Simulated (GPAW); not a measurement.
# Selenium (P3_121, 3 atoms a cell): G0W0 with GPAW, start to end

Aim: the G0W0 gap of Selenium (P3_121, 3 atoms a cell) on PBE, step by step.

Method: PBE and many-body steps on it, plane waves, in GPAW 26.7.0.

**The experiments to reproduce.**

- Gap 1.68 eV: quasiparticle gap from dI/dV; STS; 78 K; film (ultrathin trigonal Se film on Te film) (“Selenium / Tellurium Two-Dimensional Structures: from Isovalent Se Dopants in Te to Atomically Thin Se Films”, 2023, arxiv:2307.02723).

- Gap 1.95 ± 0.04 eV: optical gap from Tauc plot, consistent with EQE derivative; UV-vis absorption; film (evaporated film annealed at 200 C for 2 min) (“Ultrathin high band gap solar cells with improved efficiencies from the world’s oldest photovoltaic material”, 2017, pmc:5613033).

**1. Starting point**

It takes space group P3_121 (No. 152, trigonal). Conventional cell: a = 4.366 Å, b = 4.366 Å, c = 4.954 Å, α = 90.00°, β = 90.00°, γ = 120.00°. Nearest to Se lie 2 Se at 2.37 Å.

The cell and positions come from the Crystallography Open Database and are kept as given unless a step says otherwise.

**2. Ground state**

This step: GPAW 26.7.0; DFT, PBE, plane waves, PAW.

The ground-state density comes first.

The input, run.py:

```python
import json
import numpy as np
from gpaw.mpi import world
from ase import Atoms
from gpaw import GPAW, PW, FermiDirac

atoms = Atoms(['Se', 'Se', 'Se'],
    cell=[[4.3662000000, 0.0000000000, 0.0000000000],
      [-2.1831000000, 3.7812401180, 0.0000000000],
      [0.0000000000, 0.0000000000, 4.9536000000]],
    scaled_positions=[[0.2254000000, 0.0000000000, 0.3333333333],
      [0.0000000000, 0.2254000000, 0.6666666667],
      [0.7746000000, 0.7746000000, 0.0000000000]],
    pbc=(True, True, True))
calc = GPAW(mode=PW(450),
    xc='PBE',
    kpts={'size': (6, 6, 6), 'gamma': True},
    occupations=FermiDirac(0.001),
    nbands=-7,
    convergence={'density': 1e-6, 'bands': -3},
    maxiter=100,
    txt='gs.txt')
atoms.calc = calc
res = {'energy': atoms.get_potential_energy()}
kpts = calc.get_ibz_k_points()
res['kpts'] = kpts
res['eigenvalues'] = [calc.get_eigenvalues(kpt=k) for k in range(len(kpts))]
res['n_electrons'] = calc.get_number_of_electrons()
calc.write('gs.gpw')

if world.rank == 0:
    with open('result.json', 'w') as f:
        json.dump(res, f, default=lambda x: x.tolist())
```

Run with:

```sh
$ mpirun -n 8 gpaw python run.py
```

Numbers of over 12 decimals in the logs are rounded to 6 here.

Log:

```text
__  _  _
 | _ |_)|_||  |
 |__||  | ||/\| - 26.7.0

Input parameters:
  mode=PW(ecut=450.000000),
  convergence={'density': 1e-06, 'bands': -3},
  kpts=MonkhorstPack(size=(6, 6, 6), gamma=True),
  maxiter=100,
  nbands=-7,
  occupations=Occupations(name='fermi-dirac', width=0.001, fixmagmom=False),
  xc=XC(name='PBE')
  [... matrices ...]
Diagonalizing LCAO Hamiltonian
Converting LCAO to pw mode

       Se

           Se
              Se

Atoms  # Å, Bohr magnetons
|   | symbol |         x |        y |        z |    initial magnetic moments |
| 0 |     Se |  0.984141 | 0.000000 | 1.651200 | ( 0.0000,  0.0000,  0.0000) |
| 1 |     Se | -0.492071 | 0.852292 | 3.302400 | ( 0.0000,  0.0000,  0.0000) |
| 2 |     Se |  1.691029 | 2.928949 | 0.000000 | ( 0.0000,  0.0000,  0.0000) |

Unit cell  # Å
| periodic |         x |        y |        z |  lengths |     angles |
|      yes |  4.366200 | 0.000000 | 0.000000 | 4.366200 |  90.000000 |
|      yes | -2.183100 | 3.781240 | 0.000000 | 4.366200 |  90.000000 |
|      yes |  0.000000 | 0.000000 | 4.953600 | 4.953600 | 120.000000 |

Number of symmetries: 2
Symmetry operations  # r_c * U_cc + t_c -> r_c
|   | kind |            matrix            |
| 0 |  E   |  1, 0, 0,  0, 1, 0,  0, 0, 1 |
| 1 |  C2  |  0, 1, 0,  1, 0, 0,  0, 0,-1 |

BZ-sampling:
  Number of BZ points: 216
  Number of IBZ points: 68

  Monkhorst-Pack size: [6, 6, 6]
  Monkhorst-Pack shift: [0.083333, 0.083333, 0.083333]

K-points  # in reciprocal-cell coordinates
|     |                                coordinates |     weight |
|   0 | (  0.00000000,   0.00000000,   0.00000000) | 0.00462963 |
|   1 | (  0.00000000,   0.00000000,   0.16666667) | 0.00925926 |
|   2 | (  0.00000000,   0.00000000,   0.33333333) | 0.00925926 |
|   3 | (  0.00000000,   0.00000000,   0.50000000) | 0.00462963 |
|   4 | (  0.16666667,  -0.16666667,  -0.33333333) | 0.00925926 |
|   5 | (  0.16666667,  -0.16666667,  -0.16666667) | 0.00925926 |
|   6 | (  0.16666667,  -0.16666667,   0.00000000) | 0.00925926 |
|   7 | (  0.16666667,  -0.16666667,   0.16666667) | 0.00925926 |
|   8 | (  0.16666667,  -0.16666667,   0.33333333) | 0.00925926 |
|   9 | (  0.16666667,  -0.16666667,   0.50000000) | 0.00925926 |
| ... |                                            |            |
|  67 | (  0.50000000,   0.50000000,   0.50000000) | 0.00462963 |

Plane wave coefficients: 1811
Cutoff: 450.000000 eV

Spin-components: 1 (collinear spins)
Bands:           16
Projectors:      15
Spin-degeneracy: 2
Datatype:        complex128

  Storage: CPU
  Wave functions: 31_525_888 bytes (3_940_736 per core)
  Projectors: 33_496_256 bytes (4_187_032 per core)
  [... matrices ...]
Parallelization:
  kpt:    8
  domain: 1
  band:   1

Density:
  Valence electrons: 18.0
  Components: 1
  Grid points: [24 24 25]
  Charge: 0.0  # |e|

Potential:
  Grid points: [24 24 25]

species:
  Se:
    name:    Selenium
    Z:       34.0
    valence: 6
    core:    28
    charge:  0.0  # [|e|]
    compensation charges:
      type: gauss
      rc: 0.27  # [Å]
      lmax: 2
    cutoffs:
      filter: 1.77  # [Å]
      core: 2.67  # [Å]
    projectors
    | kind |    occ | energy [eV] | rcut [Å] |
    |   4s |  2.000 |     -17.277 |    0.847 |
    |   4p |  4.000 |      -6.512 |    1.005 |
    |    s |        |       9.935 |    0.847 |
    |    p |        |      20.699 |    1.005 |
    |    d |        |       0.000 |    0.847 |

    Using partial waves for Se as LCAO basis

Reference energy: -198310.596392  # eV

eigensolver:
  PPCG
  Converge bands: -3
  niter=2

density mixing:
  MSR1-Mixer
  Pratt-step length: 0.05
  Maximum mixing coefficient: 0.75
  Old densities: 10
  SVD Regularization: 0.005
  Good broyden scale: 1.0
  Trust region scale: 1.0
  Backstep threshold: 4.0
  History deletion threshold: 6.0
  Fourier metric: weight=20.0, sigma=0.015

occupation numbers:
  Fermi-Dirac:
    width: 0.0010  # eV

poisson solver:
  ecut: 3600.000000  # eV

xc functional:
  name: PBE with 2 nearest neighbor stencil

Initialization done in: 0.944 s

convergence criteria:
- Maximum integral of absolute [dens]ity change: 1e-06 electrons / valence electron
- Maximum [total energy] change in last 3 cyles: 0.0005 eV / valence electron
- Maximum integral of absolute [eigenst]ate change: 4e-08 eV^2 / valence electron
maximum number of iterations: 100

SCF iterations
|iter     |     time |      energy | eigst |  dens |
|iter:   1|  |  -10.481379 | +0.85 |       |
|iter:   2|  |  -10.480588 | -0.38 | -1.12 |
|iter:   3|  |  -10.415847 | -1.90 | -1.14 |
|iter:   4|  |  -10.412741 | -3.19 | -1.69 |
|iter:   5|  |  -10.412915c| -4.28 | -2.56 |
|iter:   6|  |  -10.412965c| -5.32 | -2.98 |
|iter:   7|  |  -10.412967c| -6.19 | -3.62 |
|iter:   8|  |  -10.412967c| -7.09 | -3.97 |
|iter:   9|  |  -10.412967c| -7.64c| -4.71 |
|iter:  10|  |  -10.412967c| -7.93c| -5.10 |
|iter:  11|  |  -10.412967c| -8.71c| -6.17c|

Converged in 11 steps
SCF loop duration: 5.262 s (0.478 s/step)
Energy contributions relative to reference atoms: (reference = -198310.596392)
  [... matrices ...]
Energy contributions:
  Kinetic:          19.759967
  Coulomb:         -19.144873
  Zero:             -0.126300
  External:          0.000000
  Xc:              -10.901761
  Entropy:          -0.000000
  Spinorbit:         0.000000
  ----------------------------
  Free energy:     -10.412967
  Extrapolated:    -10.412967

dipole moment: (-8.038559, -13.923192, -18.240029)  # |e|*Ang

Fermi level: 5.228
Eigenvalues  # (at kpt = [0.000, 0.000, 0.000])
| band index |      eig [eV] | occ [0-2] |
|          0 |       -11.371 |     2.000 |
|          1 |        -7.248 |     2.000 |
|          2 |        -7.248 |     2.000 |
|          3 |         0.637 |     2.000 |
|          4 |         0.637 |     2.000 |
|          5 |         0.716 |     2.000 |
|          6 |         2.427 |     2.000 |
|          7 |         2.427 |     2.000 |
|          8 |         4.066 |     2.000 |
|          9 |         6.360 |     0.000 |
|         10 |         6.360 |     0.000 |
|         11 |         6.643 |     0.000 |
|         12 |        10.662 |     0.000 |
|         13 |        10.983 |     0.000 |
|         14 |        10.983 |     0.000 |
|         15 |        12.915 |     0.000 |

Gap: 1.010 eV
Transition (v -> c):
  (s=0, k=51, n=8, [0.50, 0.00, 0.50]) -> (s=0, k=47, n=9, [0.33, 0.33, 0.50])
Direct/indirect transitions are different
Direct gap: 1.240 eV
Transition at: (s=0, k=47, n=8, [0.33, 0.33, 0.50])
# Writing to gs.gpw (mode='')
  [... matrices ...]
```

Wall time 8.4 s (8 MPI ranks of Arm Neoverse V1, shared host); peak memory 1.2 GiB.

This step gave:

* total energy: -10.41 eV
* gap: 1.010 eV
* k of the valence top: 0.5, 0, 0.5
* k of the conduction bottom: 0.3333, 0.3333, 0.5
* least direct gap: 1.240 eV

The gap is indirect, with the least direct gap 0.23 eV higher.

**3. Bands along the symmetry lines**

Levels along a band path, at the cheap level, show where the edges lie and whether the meshes to come will hold them.

The input, run.py:

```python
import json
import numpy as np
from gpaw.mpi import world
from gpaw import GPAW

path = [[0.000000, 0.000000, 0.000000],
    [0.062500, 0.000000, 0.000000],
    [0.125000, 0.000000, 0.000000],
    [0.187500, 0.000000, 0.000000],
    [0.250000, 0.000000, 0.000000],
    [0.312500, 0.000000, 0.000000],
    [0.375000, 0.000000, 0.000000],
    [0.437500, 0.000000, 0.000000],
    [0.500000, 0.000000, 0.000000],
    [0.479167, 0.041667, 0.000000],
    [0.458333, 0.083333, 0.000000],
    [0.437500, 0.125000, 0.000000],
    [0.416667, 0.166667, 0.000000],
    [0.395833, 0.208333, 0.000000],
    [0.375000, 0.250000, 0.000000],
    [0.354167, 0.291667, 0.000000],
    [0.333333, 0.333333, 0.000000],
    [0.291667, 0.291667, 0.000000],
    [0.250000, 0.250000, 0.000000],
    [0.208333, 0.208333, 0.000000],
    [0.166667, 0.166667, 0.000000],
    [0.125000, 0.125000, 0.000000],
    [0.083333, 0.083333, 0.000000],
    [0.041667, 0.041667, 0.000000],
    [0.000000, 0.000000, 0.000000],
    [0.000000, 0.000000, 0.062500],
    [0.000000, 0.000000, 0.125000],
    [0.000000, 0.000000, 0.187500],
    [0.000000, 0.000000, 0.250000],
    [0.000000, 0.000000, 0.312500],
    [0.000000, 0.000000, 0.375000],
    [0.000000, 0.000000, 0.437500],
    [0.000000, 0.000000, 0.500000],
    [0.062500, 0.000000, 0.500000],
    [0.125000, 0.000000, 0.500000],
    [0.187500, 0.000000, 0.500000],
    [0.250000, 0.000000, 0.500000],
    [0.312500, 0.000000, 0.500000],
    [0.375000, 0.000000, 0.500000],
    [0.437500, 0.000000, 0.500000],
    [0.500000, 0.000000, 0.500000],
    [0.479167, 0.041667, 0.500000],
    [0.458333, 0.083333, 0.500000],
    [0.437500, 0.125000, 0.500000],
    [0.416667, 0.166667, 0.500000],
    [0.395833, 0.208333, 0.500000],
    [0.375000, 0.250000, 0.500000],
    [0.354167, 0.291667, 0.500000],
    [0.333333, 0.333333, 0.500000],
    [0.291667, 0.291667, 0.500000],
    [0.250000, 0.250000, 0.500000],
    [0.208333, 0.208333, 0.500000],
    [0.166667, 0.166667, 0.500000],
    [0.125000, 0.125000, 0.500000],
    [0.083333, 0.083333, 0.500000],
    [0.041667, 0.041667, 0.500000],
    [0.000000, 0.000000, 0.500000],
    [0.500000, 0.000000, 0.500000],
    [0.500000, 0.000000, 0.437500],
    [0.500000, 0.000000, 0.375000],
    [0.500000, 0.000000, 0.312500],
    [0.500000, 0.000000, 0.250000],
    [0.500000, 0.000000, 0.187500],
    [0.500000, 0.000000, 0.125000],
    [0.500000, 0.000000, 0.062500],
    [0.500000, -0.000000, 0.000000],
    [0.333333, 0.333333, 0.500000],
    [0.333333, 0.333333, 0.437500],
    [0.333333, 0.333333, 0.375000],
    [0.333333, 0.333333, 0.312500],
    [0.333333, 0.333333, 0.250000],
    [0.333333, 0.333333, 0.187500],
    [0.333333, 0.333333, 0.125000],
    [0.333333, 0.333333, 0.062500],
    [0.333333, 0.333333, 0.000000]]
calc = GPAW('gs.gpw').fixed_density(kpts=path,
    symmetry='off',
    nbands=19,
    convergence={'bands': 15},
    txt='bands.txt')
res = {}
kpts = calc.get_ibz_k_points()
res['kpts'] = kpts
res['eigenvalues'] = [calc.get_eigenvalues(kpt=k) for k in range(len(kpts))]
res['n_electrons'] = calc.get_number_of_electrons()

if world.rank == 0:
    with open('result.json', 'w') as f:
        json.dump(res, f, default=lambda x: x.tolist())
```

Run with:

```sh
$ mpirun -n 8 gpaw python run.py
```

Log:

```text
Diagonalizing LCAO Hamiltonian
Converting LCAO to pw mode
convergence criteria:
- Maximum integral of absolute [eigenst]ate change: 4e-08 eV^2 / valence electron
maximum number of iterations: 100

SCF iterations
|iter     |     time |      energy | eigst |  dens |
|iter:   1|  |             | +1.44 |       |
|iter:   2|  |             | +0.10 |       |
|iter:   3|  |             | -1.56 |       |
[...]
|iter:   7|  |             | -6.17 |       |
|iter:   8|  |             | -7.12 |       |
|iter:   9|  |             | -8.02c|       |
SCF steps: 9
  __  _  _
 | _ |_)|_||  |
 |__||  | ||/\| - 26.7.0

Input parameters:
  mode=PW(ecut=450.000000),
  convergence={'bands': 15},
  gpts=array([24, 24, 25]),
  kpts=KPoints(kpts=array([[ 0.      ,  0.      ,  0.      ],
         [ 0.0625  ,  0.      ,  0.      ],
         [ 0.125   ,  0.      ,  0.      ],
         [ 0.1875  ,  0.      ,  0.      ],
[...]
[ 0.479167,  0.041667,  0.      ],
         [ 0.458333,  0.083333,  0.      ],
[...]
[ 0.416667,  0.166667,  0.      ],
[...]
[ 0.5     ,  0.      ,  0.0625  ],
         [ 0.5     , -0.      ,  0.      ],
[...]
[ 0.333333,  0.333333,  0.125   ],
         [ 0.333333,  0.333333,  0.0625  ],
         [ 0.333333,  0.333333,  0.      ]])),
  maxiter=100,
  nbands=19,
  occupations=Occupations(name='fermi-dirac', width=0.001, fixmagmom=False),
  parallel={},
  symmetry=Symmetry(point_group=False, time_reversal=False),
  xc=XC(name='PBE')
  [... matrices ...]
timing:  # [seconds]
  Total: 0.047  # ━━━━━━━━━━━━━━━━━━━━━━━━━━━━━━━━━━━━━━━━━━━━━━━━━━━━━━━━━━━
```

Run time: 8.4 s. Hardware: 8 MPI ranks; peak memory 1.3 GiB; 66 s of CPU time.

This step gave:

- gap: 1.010 eV
- k of the valence top: 0.5, 0, 0.5
- k of the conduction bottom: 0.3333, 0.3333, 0.5
- least direct gap: 1.200 eV

The gap is 1.010 eV, as in the run before at this level.

Electronic bands along the path, in eV, zero at the top of the highest filled band:

```csv
point,band 6,band 7,band 8,band 9,band 10,band 11,band 12,band 13
Γ,-3.77,-2.06,-2.06,-0.42,1.87,1.87,2.15,6.17
halfway,-3.61,-2.06,-1.67,-0.81,1.87,1.99,2.78,5.96
M,-3.46,-2.91,-1.80,-1.02,1.92,2.31,4.09,5.27
halfway,-3.23,-2.89,-2.13,-1.38,2.32,2.85,3.88,5.68
K,-2.84,-2.84,-2.71,-1.65,3.05,3.05,3.71,5.89
halfway,-3.45,-2.21,-1.71,-1.03,2.08,2.23,2.85,5.81
Γ,-3.77,-2.06,-2.06,-0.42,1.87,1.87,2.15,6.17
halfway,-3.51,-1.96,-1.59,-0.85,1.44,1.51,1.69,6.74
A,-3.40,-1.56,-1.56,-1.14,1.20,1.20,1.26,6.27
halfway,-3.89,-1.73,-1.30,-1.00,1.60,1.96,2.54,6.46
L,-4.26,-1.94,-1.39,0.00,1.63,2.70,2.95,6.26
halfway,-4.64,-1.20,-1.17,-0.02,1.40,2.66,2.85,6.37
H,-4.97,-1.01,-0.23,-0.23,1.01,2.70,2.70,6.65
halfway,-4.15,-1.35,-1.17,-1.11,1.48,2.24,2.70,6.32
A,-3.40,-1.56,-1.56,-1.14,1.20,1.20,1.26,6.27
jump to L,-4.26,-1.94,-1.39,0.00,1.63,2.70,2.95,6.26
halfway,-3.72,-2.02,-1.83,-0.78,1.84,2.57,3.51,6.06
M,-3.46,-2.91,-1.80,-1.02,1.92,2.31,4.09,5.27
jump to H,-4.97,-1.01,-0.23,-0.23,1.01,2.70,2.70,6.65
halfway,-3.85,-2.43,-1.42,-0.59,2.22,3.13,3.15,6.76
K,-2.84,-2.84,-2.71,-1.65,3.05,3.05,3.71,5.89
```

**4. Empty states on the mesh, 3×3×4 mesh, 385 bands**

The sums over transitions need many empty states on a uniform mesh; this step solves for them.

The input, run.py:

```python
import json
import numpy as np
from gpaw.mpi import world
from gpaw import GPAW

calc = GPAW('gs.gpw').fixed_density(kpts={'size': (3, 3, 4), 'gamma': True},
    parallel={'domain': 1, 'band': 1},
    txt='nscf.txt')
calc.diagonalize_full_hamiltonian(nbands=385)
calc.write('full.gpw', mode='all')
res = {}
kpts = calc.get_ibz_k_points()
res['kpts'] = kpts
res['eigenvalues'] = [calc.get_eigenvalues(kpt=k) for k in range(len(kpts))]
res['n_electrons'] = calc.get_number_of_electrons()

if world.rank == 0:
    with open('result.json', 'w') as f:
        json.dump(res, f, default=lambda x: x.tolist())
```

Run with:

```sh
$ mpirun -n 8 gpaw python run.py
```

Log:

```text
Diagonalizing LCAO Hamiltonian
Converting LCAO to pw mode
convergence criteria:
- Maximum integral of absolute [eigenst]ate change: 4e-08 eV^2 / valence electron
maximum number of iterations: 100

SCF iterations
|iter     |     time |      energy | eigst |  dens |
|iter:   1|  |             | +0.81 |       |
|iter:   2|  |             | -0.39 |       |
|iter:   3|  |             | -1.98 |       |
|iter:   4|  |             | -3.44 |       |
|iter:   5|  |             | -4.27 |       |
|iter:   6|  |             | -5.84 |       |
|iter:   7|  |             | -6.87 |       |
|iter:   8|  |             | -7.89c|       |
SCF steps: 8
  __  _  _
 | _ |_)|_||  |
 |__||  | ||/\| - 26.7.0

Input parameters:
  mode=PW(ecut=450.000000),
  convergence={'density': 1e-06, 'bands': -3},
  gpts=array([24, 24, 25]),
  kpts=MonkhorstPack(size=(3, 3, 4), gamma=True),
  maxiter=100,
  nbands=16,
  occupations=Occupations(name='fermi-dirac', width=0.001, fixmagmom=False),
  parallel={'domain': 1, 'band': 1},
  xc=XC(name='PBE')
Matrix size: 1811x1811
# Writing to full.gpw (mode='all')
  [... matrices ...]

timing:  # [seconds]
  Total: 16.507  # ━━━━━━━━━━━━━━━━━━━━━━━━━━━━━━━━━━━━━━━━━━━━━━━━━━━━━━━━━━
```

Run time: 20 s. Hardware: 8 MPI ranks; peak memory 3.1 GiB; 2.7 min of CPU time.

Numbers from this step:

```
gap                                                           : 1.240 eV
k of the valence top                                          : 0.3333, 0.3333, 0.5
k of the conduction bottom                                    : 0.3333, 0.3333, 0.5
least direct gap                                              : 1.240 eV
k points computed                                             : 14
lowest point of the top converged band, above the valence top : 148.5390 eV
```

On this mesh the gap is 1.240 eV. The earlier step found 1.010 eV, so this mesh misses an edge.

[end of part 1 of 2]

[Paths, hosts, dates, memory and timing lines, banners, echoed tables and standing remarks are left out of the program output.]

[Logs are printed without paths, hosts, clocks, repeated set-up lines and the standing remarks that a program may print on its own settings, such as how far it seeks lower states.]

[Runs of the session that timed out or met a known fault of the program may be left out.]

[Hosts, paths, dates, database ids (printed as entryN), source tags and the programs' standing remarks are cut or masked in the printed files.]
